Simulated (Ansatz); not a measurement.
**What NaSnI3 (model cell, started as cubic perovskite with Sn in the octahedra) distorts into**

Aim: this structure of NaSnI3 (model cell, started as cubic perovskite with Sn in the octahedra) is to be tested for unstable modes, and one is followed downhill.

Method: DFT LDA, scalar-relativistic, plane waves, PAW, in Ansatz 0.2.0.

Report form: inputs, costs, results and the conclusion, without the logs.

The structure was built from a prototype and need not be the compound's stable phase.

In doubt: the program warns that the response may not be converged on this k-mesh (step 7), which bears on dielectric and field responses.

### Step 1. The structure

The structure is cubic, space group Pm-3m (No. 221). The conventional cell has a = 6.010 Å, b = 6.010 Å, c = 6.010 Å, α = 90.00°, β = 90.00°, γ = 90.00°. Nearest to Na lie 12 I at 4.25 Å. Nearest to Sn lie 6 I at 3.01 Å. Nearest to I lie 2 Sn at 3.01 Å. Farther neighbours, and contacts between anions beyond the nearest, are not listed.

### Step 2. Zone-centre response

The zone centre is the only wavevector solved here; it holds the modes that light can see. No field response is asked, since the mesh shows no gap.

input.yaml reads:

```yaml
crystal:
  lattice:
    - [6.0100029661, 0.0, 0.0]
    - [0.0, 6.0100029661, 0.0]
    - [0.0, 0.0, 6.0100029661]
  atoms:
    - { symbol: Na, position: [0.0, 0.0, 0.0] }
    - { symbol: Sn, position: [0.5, 0.5, 0.5] }
    - { symbol: I, position: [0.5, 0.5, 0.0] }
    - { symbol: I, position: [0.5, 0.0, 0.5] }
    - { symbol: I, position: [0.0, 0.5, 0.5] }
kpoints:
  mp_grid: { grid: [6, 6, 6] }
hamiltonian:
  xc: lda
scf:
  occupations: { method: methfessel_paxton, width: 0.15 }
output:
  eigenvalues: true
phonons:
  method: dfpt
```

Run with:

```console
> ansatz run input.yaml --threads 8 --pin off --max-ram 14336MiB --backend cpu --events-out ev --progress --plain --runs-dir out
```

Elapsed: 2 min, on 8 threads of Arm Neoverse V1, shared host; peak memory 2.4 GiB; 8.2 min of CPU time.

This step gave:

```yaml
volume_per_atom: 43.42 Å³
gap_on_the_k_mesh: 0 eV
sum_rule_residual_before_enforcement: 2.93e-5 eV/Å²
point_group: m-3m
highest_optical_mode_at_the_zone_centre_no_lo_to_term: 92.57 cm⁻¹
lowest_optical_zone_centre_mode: -81.94 cm⁻¹
```

Patterns of degenerate modes are one choice out of their space. The modes at Γ (shares of kinetic energy by element, %) (negative means imaginary):

| mode | frequency (cm⁻¹) | symmetry | Na % | Sn % | I % |
| --- | --- | --- | --- | --- | --- |
| 1 | -81.9 | T1u | 91 | 0 | 9 |
| 2 | -81.9 | T1u | 91 | 0 | 9 |
| 3 | -81.9 | T1u | 91 | 0 | 9 |
| 4 | -20.2 | T2u | 0 | 0 | 100 |
| 5 | -20.2 | T2u | 0 | 0 | 100 |
| 6 | -20.2 | T2u | 0 | 0 | 100 |
| 7 | 0.0 | acoustic | 4 | 23 | 73 |
| 8 | 0.0 | acoustic | 4 | 23 | 73 |
| 9 | 0.0 | acoustic | 4 | 23 | 73 |
| 10 | 31.2 | T1u | 5 | 38 | 57 |
| 11 | 31.2 | T1u | 5 | 38 | 57 |
| 12 | 31.2 | T1u | 5 | 38 | 57 |
| 13 | 92.6 | T1u | 0 | 39 | 61 |
| 14 | 92.6 | T1u | 0 | 39 | 61 |
| 15 | 92.6 | T1u | 0 | 39 | 61 |

Displacements in mode 2 (-81.9 cm⁻¹), the largest set to 1:
```
Na1  0.00  0.16  1.00
Sn2  0.00  0.00  0.01
I3   0.00 -0.02  0.00
I4   0.00  0.00 -0.09
I5   0.00 -0.02 -0.09
```

Displacements in mode 13 (92.6 cm⁻¹), the largest set to 1:
```
Na1 -0.03  0.00  0.00
Sn2 -0.84  0.00  0.00
I3  -0.10  0.00  0.00
I4  -0.10  0.00  0.00
I5   1.00  0.00  0.00
```

Before it was imposed, the acoustic sum rule was missed by 2.9e-5 eV/Å². Small misses are needed for a sound result but don't prove that mesh and cutoff are converged. The lowest optical mode is imaginary, 81.9i cm⁻¹, so the energy falls along it.

### Step 3. The mode frozen in, largest atomic shift 0 Å

The mode followed lies at Γ with frequency 81.9i cm⁻¹ and is 3-fold degenerate, the softest among the wavevectors solved. At small amplitude the pattern taken leaves space group no. 38 by a symmetry search on the positions. The undistorted cell that holds it gives the zero of energy on the same k mesh.

Changes to input.yaml since step 2:

```diff
@@ -18,4 +18,4 @@
 output:
+  forces: true
+  stress: true
   eigenvalues: true
-phonons:
-  method: dfpt
```

Elapsed: 2.1 s, on 8 threads; peak memory 0.79 GiB; 14 s of CPU time.

This step gave:

```yaml
pressure: 3.75e-4 GPa
energy_from_the_undistorted_cell: 0 meV/atom
```

The run ends at a pressure of 0.00 GPa.

### Step 4. The mode frozen in, largest atomic shift 0.6 Å

The atoms are moved along the unstable eigenvector, the largest shift by 0.6 Å, with the cell fixed.

input.yaml, the sections that differ from step 3:

```yaml
crystal:
  lattice:
    - [6.0100029661, 0.0, 0.0]
    - [0.0, 6.0100029661, 0.0]
    - [0.0, 0.0, 6.0100029661]
  atoms:
    - { symbol: Na, position: [0.0, 0.0705929882, 0.0705929882] }
    - { symbol: Sn, position: [0.5, 0.500905964, 0.500905964] }
    - { symbol: I, position: [0.5, 0.4933566825, -0.0003493189] }
    - { symbol: I, position: [0.5, -0.0003493189, 0.4933566825] }
    - { symbol: I, position: [0.0, 0.4933566825, 0.4933566825] }
# kpoints, hamiltonian, scf, output: as in step 3
```

The job ended after 7.7 s (8 threads; peak memory 0.87 GiB; 55 s of CPU time).

Read from the output:

- pressure: 0.07279 GPa
- gap on the k-mesh: 0.06684 eV
- energy from the undistorted cell: -20.85 meV/atom

The energy, extrapolated to zero smearing, is -20.85 meV/atom against the undistorted cell.

The run ends at a pressure of 0.07 GPa, with forces up to 0.29 eV/Å.

### Step 5. Energy along the mode, all amplitudes (two of the runs are shown above)

An imaginary frequency means negative curvature, so the energy should fall and then rise again as anharmonic terms take over.

This step gave:

| Item | Value |
| --- | --- |
| depth at the lowest point sampled | 20.85 meV/atom |
| largest atomic shift at that point | 0.6 Å |

The energy from the parent by largest atomic shift:

| largest atomic shift (Å) | energy from the parent (meV/atom) |
| --- | --- |
| 0.000 | 0 |
| 0.040 | -0.1 |
| 0.080 | -0.399 |
| 0.140 | -1.22 |
| 0.220 | -2.99 |
| 0.320 | -6.27 |
| 0.450 | -12.1 |
| 0.600 | -20.9 |

Displacement at unit largest shift by atom:

| atom | x (Å) | y (Å) | z (Å) | size |
| --- | --- | --- | --- | --- |
| Na1 | 0.000 | 0.707 | 0.707 | 1.000 |
| Sn2 | 0.000 | 0.009 | 0.009 | 0.013 |
| I3 | 0.000 | -0.067 | -0.003 | 0.067 |
| I4 | 0.000 | -0.003 | -0.067 | 0.067 |
| I5 | 0.000 | -0.067 | -0.067 | 0.095 |

The energy still falls at the last step, so the rise lies beyond the steps tried.

### Step 6. Relaxation from the frozen mode

Starting from the lowest point found, all atoms and the cell are let go, so that strain and other modes of the same symmetry can join in.

Changes to input.yaml since step 4:

```diff
@@ -21 +21,10 @@
   eigenvalues: true
+  write_density: true
+  write_potential: true
+  elf: true
+  volumetric_format: npy
+relax:
+  adjacent_minimum: "off"
+  f_tol: 0.002
+  max_steps: 120
+  cell: { stress_tol: 0.03 }
```

The job ended after 2 min (8 threads; peak memory 0.97 GiB; 15 min of CPU time).

Relaxation path:

| step | energy less that of the first step (eV) | largest force component (eV/Å) | pressure (GPa) | volume (Å³) |
| --- | --- | --- | --- | --- |
| 1 | 0.0000 | 0.2043 | 0.07 | 217.08 |
| 2 | -0.0379 | 0.2263 | -0.14 | 219.76 |
| 3 | -0.0806 | 0.2374 | -0.26 | 221.70 |
| 4 | -0.1242 | 0.2335 | -0.30 | 222.77 |
| 5 | -0.2056 | 0.1060 | 0.20 | 219.72 |
| 6 | -0.2508 | 0.0806 | 0.03 | 223.83 |
| 7 | -0.2571 | 0.0806 | -0.15 | 225.55 |
| 8 | -0.2622 | 0.0449 | -0.12 | 226.55 |
| 9 | -0.2650 | 0.0103 | 0.02 | 224.82 |
| 10 | -0.2653 | 0.0013 | 0.00 | 225.01 |
| 11 | -0.2653 | 0.0009 | 0.00 | 225.08 |
| 12* | -0.2663 | 0.0010 | 0.00 | 225.08 |

Relaxation steps marked * repeat the geometry before them on a plane-wave basis chosen anew for their cell, so energy and pressure can jump there.

The run keeps the 4 symmetry operations that the program found, so distortions that break them were not tested.

| conventional cell, symmetrised | before | after | change |
| --- | --- | --- | --- |
| a (Å) | 6.010 | 6.004 | -0.1 % |
| b (Å) | 8.499 | 8.265 | -2.8 % |
| c (Å) | 8.499 | 9.071 | +6.7 % |
| volume (Å³/atom) | 43.42 | 45.02 | +3.7 % |

The atoms that moved most (Å, as changes of fractional coordinates times the final cell):

| atom | dx | dy | dz | length |
| --- | --- | --- | --- | --- |
| Na1 | 0.000 | 0.598 | 0.598 | 0.846 |
| I4 | 0.000 | -0.162 | -0.382 | 0.415 |
| I3 | 0.000 | -0.382 | -0.162 | 0.415 |
| Sn2 | 0.000 | -0.064 | -0.064 | 0.090 |
| I5 | 0.000 | 0.010 | 0.010 | 0.014 |

The relaxed structure:

```cif
data_structure
_symmetry_space_group_name_H-M 'P 1'
_symmetry_Int_Tables_number 1
_cell_length_a 6.0043
_cell_length_b 6.1359
_cell_length_c 6.1359
_cell_angle_alpha 84.672
_cell_angle_beta 90.000
_cell_angle_gamma 90.000
_cell_volume 225.08
loop_
_atom_site_label
_atom_site_type_symbol
_atom_site_fract_x
_atom_site_fract_y
_atom_site_fract_z
_atom_site_occupancy
Na1 Na 0.00000 0.16386 0.16386 1
Sn2 Sn 0.50000 0.49099 0.49099 1
I3 I 0.50000 0.43206 0.97603 1
I4 I 0.50000 0.97603 0.43206 1
I5 I 0.00000 0.49492 0.49492 1
```

This step gave:

```
pressure          : -0.002763 GPa
volume per atom   : 45.02 Å³
gap on the k-mesh : 0.3837 eV
```

Electrostatic potential energy in the bc plane at fractional x = 0.500, with atoms of Sn and I within 0.2 Å of it. With pseudopotentials it is smooth inside the atoms' cores, unlike the true potential.

Ten even steps from '0' (-15 eV) to '9' (19 eV), each cell a mean:
```
77663059712567777
77665113203667777
77766410025667777
77766543456667777
66666655455666666
66666542224566665
24565410201456532
01455306970255201
50155308992244027
92045404860253039
50156530001454115
00356654334565410
34566665555666653
66666554556666666
66665310145667766
77664002014667777
77663059502667777
```
Columns run along b (6.1 Å; values clipped at the 3rd and 97th percentile), rows up along c (6.1 Å). Atoms in or near the plane, at fractional coordinates: Sn at (0.49, 0.49), I at (0.43, 0.98), I at (0.98, 0.43).

ELF in the bc plane at fractional x = 0.500, with atoms of Sn and I within 0.2 Å of it. It is the smooth field of the valence electrons, not physical close to the nuclei.

Ten even steps from '_' (0.00) to '@' (0.79), each cell a mean:
```
__..++@@@@##------**%%@@##--______
____==%%@@%%**==++##@@@@**::______
____..++%%%%######%%@@##--________
..____..==**########**==..____::--
**--..__..--==++++==--..__..--**##
@@%%==....------------::..==##@@@@
@@@@##--::====--::--==----**@@@@%%
##%%%%++--====..__..----==##%%##**
--**%%**--==--______::--++####++--
--++####--====::__..----++####==--
--**##**----====--====--==####**--
##%%%%++::..--========----**%%%%##
@@%%**::..::--------::....==%%@@@@
%%**--..::++**##**++--..__..++%%@@
==::..--**%%####%%%%##==..__..==++
____::**%%%%**++**%%@@%%--______..
____==%%@@##------##@@@@**..______
```
Columns run along b (6.1 Å), rows up along c (6.1 Å). Atoms in or near the plane, at fractional coordinates: Sn at (0.49, 0.49), I at (0.43, 0.98), I at (0.98, 0.43).

Valence density in the bc plane at fractional x = 0.500, with atoms of Sn and I within 0.2 Å of it. It is the smooth field of the valence electrons, not physical close to the nuclei.

Ten steps, logarithmic in the rise over the least value, from '0' (0 e/Å³) to '9' (16 e/Å³), each cell a mean:
```
00012489963100000
00012368743100000
00001234432100000
00000122221000000
00000112211000000
11000122321000111
32111135653111233
53211247875212346
86321258986322479
97321246875222489
86321124543212368
43211112221111234
22110111111000122
11101122211000011
00011233321000000
00012367632100000
00012489853100000
```
Columns run along b (6.1 Å), rows up along c (6.1 Å). Atoms in or near the plane, at fractional coordinates: Sn at (0.49, 0.49), I at (0.43, 0.98), I at (0.98, 0.43).

The distorted start has space group Amm2; the relaxation ends in Amm2.

### Step 7. Modes of the new phase, occupations fixed

A relaxed structure may still be a saddle point, so its zone-centre modes are computed. The response to a homogeneous field gives the Born charges and the dielectric tensor.

input.yaml reads:

```yaml
crystal:
  lattice:
    - [6.0042566963, 0.0, 0.0]
    - [0.0, 6.1292351328, 0.285178123]
    - [0.0, 0.285178123, 6.1292351328]
  atoms:
    - { symbol: Na, position: [0.0, 0.1638554932, 0.1638554932] }
    - { symbol: Sn, position: [0.5, 0.4909895612, 0.4909895612] }
    - { symbol: I, position: [0.5, 0.4320620449, -0.0239662334] }
    - { symbol: I, position: [0.5, -0.0239662334, 0.4320620449] }
    - { symbol: I, position: [0.0, 0.4949221324, 0.4949221324] }
kpoints:
  mp_grid: { grid: [6, 6, 6] }
hamiltonian:
  xc: lda
scf:
  occupations: { method: fixed }
output:
  eigenvalues: true
phonons:
  method: dfpt
  dielectric: true
  rigid_motions: translations
```

Elapsed: 6.5 min, on 8 threads; peak memory 4.5 GiB; 49 min of CPU time.

Read from the output:

| Item | Value |
| --- | --- |
| gap on the k-mesh | 0.3826 eV |
| sum-rule residual before enforcement | 1.01e-4 eV/Å² |
| miss of the charge sum rule | 0.003825 e |
| estimated error of the dielectric tensor | 0.05162 |
| estimated error of the Born charges | 0.05503 e |
| point group | mm2 |
| highest optical mode at the zone centre (no LO-TO term) | 144.4 cm⁻¹ |
| lowest optical zone-centre mode | -51.39 cm⁻¹ |
| mean high-frequency dielectric constant | 9.573 |
| largest Born charge (third of the trace) | 5.347 e |
| top of the zone-centre spectrum with the field | 150.3 cm⁻¹ |

Patterns of degenerate modes are one choice out of their space. Modes at Γ, with each element's share of the kinetic energy (negative means imaginary):

| mode | frequency (cm⁻¹) | symmetry | Na % | Sn % | I % |
| --- | --- | --- | --- | --- | --- |
| 1 | -51.4 | B1 | 94 | 0 | 6 |
| 2 | -37.7 | B2 | 72 | 2 | 26 |
| 3 | 0.0 | acoustic | 4 | 23 | 73 |
| 4 | 0.0 | acoustic | 4 | 23 | 73 |
| 5 | 0.0 | acoustic | 4 | 23 | 73 |
| 6 | 15.6 | B2 | 12 | 0 | 88 |
| 7 | 18.8 | A2 | 0 | 0 | 100 |
| 8 | 33.4 | B2 | 11 | 23 | 66 |
| 9 | 34.4 | A1 | 7 | 8 | 85 |
| 10 | 44.0 | B1 | 1 | 30 | 69 |
| 11 | 50.2 | A1 | 0 | 41 | 59 |
| 12 | 84.6 | B2 | 1 | 52 | 47 |
| 13 | 94.5 | B1 | 0 | 48 | 52 |
| 14 | 103.0 | A1 | 0 | 28 | 71 |
| 15 | 144.4 | A1 | 88 | 0 | 12 |

Displacements in mode 1 (-51.4 cm⁻¹), the largest set to 1:
```
Na1  1.00  0.00  0.00
Sn2 -0.01  0.00  0.00
I3  -0.07  0.00  0.00
I4  -0.07  0.00  0.00
I5  -0.03  0.00  0.00
```

Displacements in mode 6 (15.6 cm⁻¹), the largest set to 1:
```
Na1  0.00 -1.00  1.00
Sn2  0.00 -0.02  0.02
I3   0.00  0.97  0.12
I4   0.00 -0.12 -0.97
I5   0.00 -0.65  0.65
```

Optical modes at the zone centre, without and with the macroscopic field of the longitudinal modes; each column is sorted by frequency, so a row need not hold one and the same mode. Modes with and without the field, by row:

| rank among optical modes | no field (cm⁻¹) | q along (1, 0, 0) (cm⁻¹) | q along (0, 1, 0) (cm⁻¹) |
| --- | --- | --- | --- |
| 1 | -51.4 | -38.9 | -51.4 |
| 2 | -37.7 | -37.7 | -28.8 |
| 3 | 15.6 | 15.6 | 16.4 |
| 4 | 18.8 | 18.8 | 18.8 |
| 5 | 33.4 | 33.4 | 34 |
| 6 | 34.4 | 34.4 | 34.4 |
| 7 | 44 | 44.5 | 44 |
| 8 | 50.2 | 50.2 | 53.1 |
| 9 | 84.6 | 84.6 | 93.5 |
| 10 | 94.5 | 103 | 94.5 |
| 11 | 103 | 144.4 | 133.7 |
| 12 | 144.4 | 148.4 | 150.3 |

Born charge (rows field, columns displacement) (e), principal values of the symmetric part by kind of site:

| atom | atoms with these values | low | middle | high | mean |
| --- | --- | --- | --- | --- | --- |
| Na1 | 1 | 0.99 | 1.27 | 1.49 | 1.25 |
| Sn2 | 1 | 4.90 | 5.00 | 6.14 | 5.35 |
| I3 | 2 | -4.99 | -0.71 | -0.52 | -2.08 |
| I5 | 1 | -6.21 | -0.63 | -0.51 | -2.45 |

In full for Sn2:

```
 6.14  0.00  0.00
 0.00  4.95 -0.05
 0.00 -0.05  4.95
```

High-frequency dielectric tensor:

```
11.11  0.00  0.00
 0.00  8.80 -0.12
 0.00 -0.12  8.80
```

Transverse modes; imaginary modes are left out. Infrared lines, with heights relative to the strongest:

| position (cm⁻¹) | relative intensity |
| --- | --- |
| 16 | 0.6 |
| 19 | 0.0 |
| 33 | 1.1 |
| 34 | 0.0 |
| 44 | 0.7 |
| 50 | 9.2 |
| 85 | 65 |
| 94 | 100 |
| 103 | 56 |
| 144 | 5.7 |

Before it was imposed, the acoustic sum rule was missed by 1.0e-4 eV/Å² and the charge sum rule by 0.0038 e. Small misses are needed for a sound result but don't prove that mesh and cutoff are converged. The lowest optical mode is imaginary, 51.4i cm⁻¹, so the energy falls along it.

The log warns of the k mesh: “the force constants stand on the 6×6×6 k-mesh, whose period is 7.21 times the interband length at k = (-0.5000, -0.5000, -0.5000), direct gap 0.383 eV, under 14: take them and everything formed from them as unconverged”.

### Step 8. Outcome

```
unstable mode of the parent                                                      : q = (0, 0, 0), 82i cm⁻¹
depth at the lowest point sampled                                                : 20.9 meV/atom
largest atomic shift at that point                                               : 0.6 Å
space group reached                                                              : Amm2
energy gained over the parent (first relaxation, on the mesh of the frozen mode) : 74.1 meV/atom
volume per atom, phase reached                                                   : 45.0 Å³
gap on the k-mesh, phase reached                                                 : 0.384 eV
lowest optical zone-centre mode, phase reached                                   : -51.4 cm⁻¹
highest optical mode at the zone centre (no LO-TO term), phase reached           : 144 cm⁻¹
```

What this shows: Along this mode the structure falls into Amm2, 74.1 meV/atom below the parent. At the parent's cell the well is 20.85 meV/atom deep on the steps tried, with its lowest point at a shift of 0.6 Å. That is the last step tried, so the steps alone don't bracket the bottom of the well. Relaxing atoms and cell changes the gain by +53.28 meV/atom against the lowest step (energies at zero smearing). Most of the total comes from this relaxation. The new phase still has an imaginary mode at the zone centre of its cell, so it is a saddle point on the way to a lower structure. Of the 6 patterns followed from this parent, this one ends 15.9 meV/atom above the lowest, P4mm. Each path keeps the symmetry of its pattern, so a lower phase may lie along a pattern not tried. With the field response the log warns that the k mesh is coarse for the force constants too, so the frequencies are to be taken as unconverged. With no gap, or one that is small against the smearing, the frequencies hang on the k mesh and the smearing, most of all near Kohn anomalies. A semilocal functional can close a gap that the real compound would have, so the metallic treatment may be an artefact of the level. Spin-orbit coupling is left out, which can matter for the heavy elements here. The starting cell was built on a prototype and not taken from a measurement, so the phase need not exist.

[Long decimals in the printed logs are rounded to 6 places.]

[Logs are printed without paths, hosts, clocks, repeated set-up lines and the standing remarks that a program may print on its own settings, such as how far it seeks lower states.]

[Hosts, paths, dates, database ids (printed as entryN), source tags and the programs' standing remarks are cut or masked in the printed files.]

[Where the starting crystal was built by hand or by swapping elements, it need not be the compound's stable phase.]
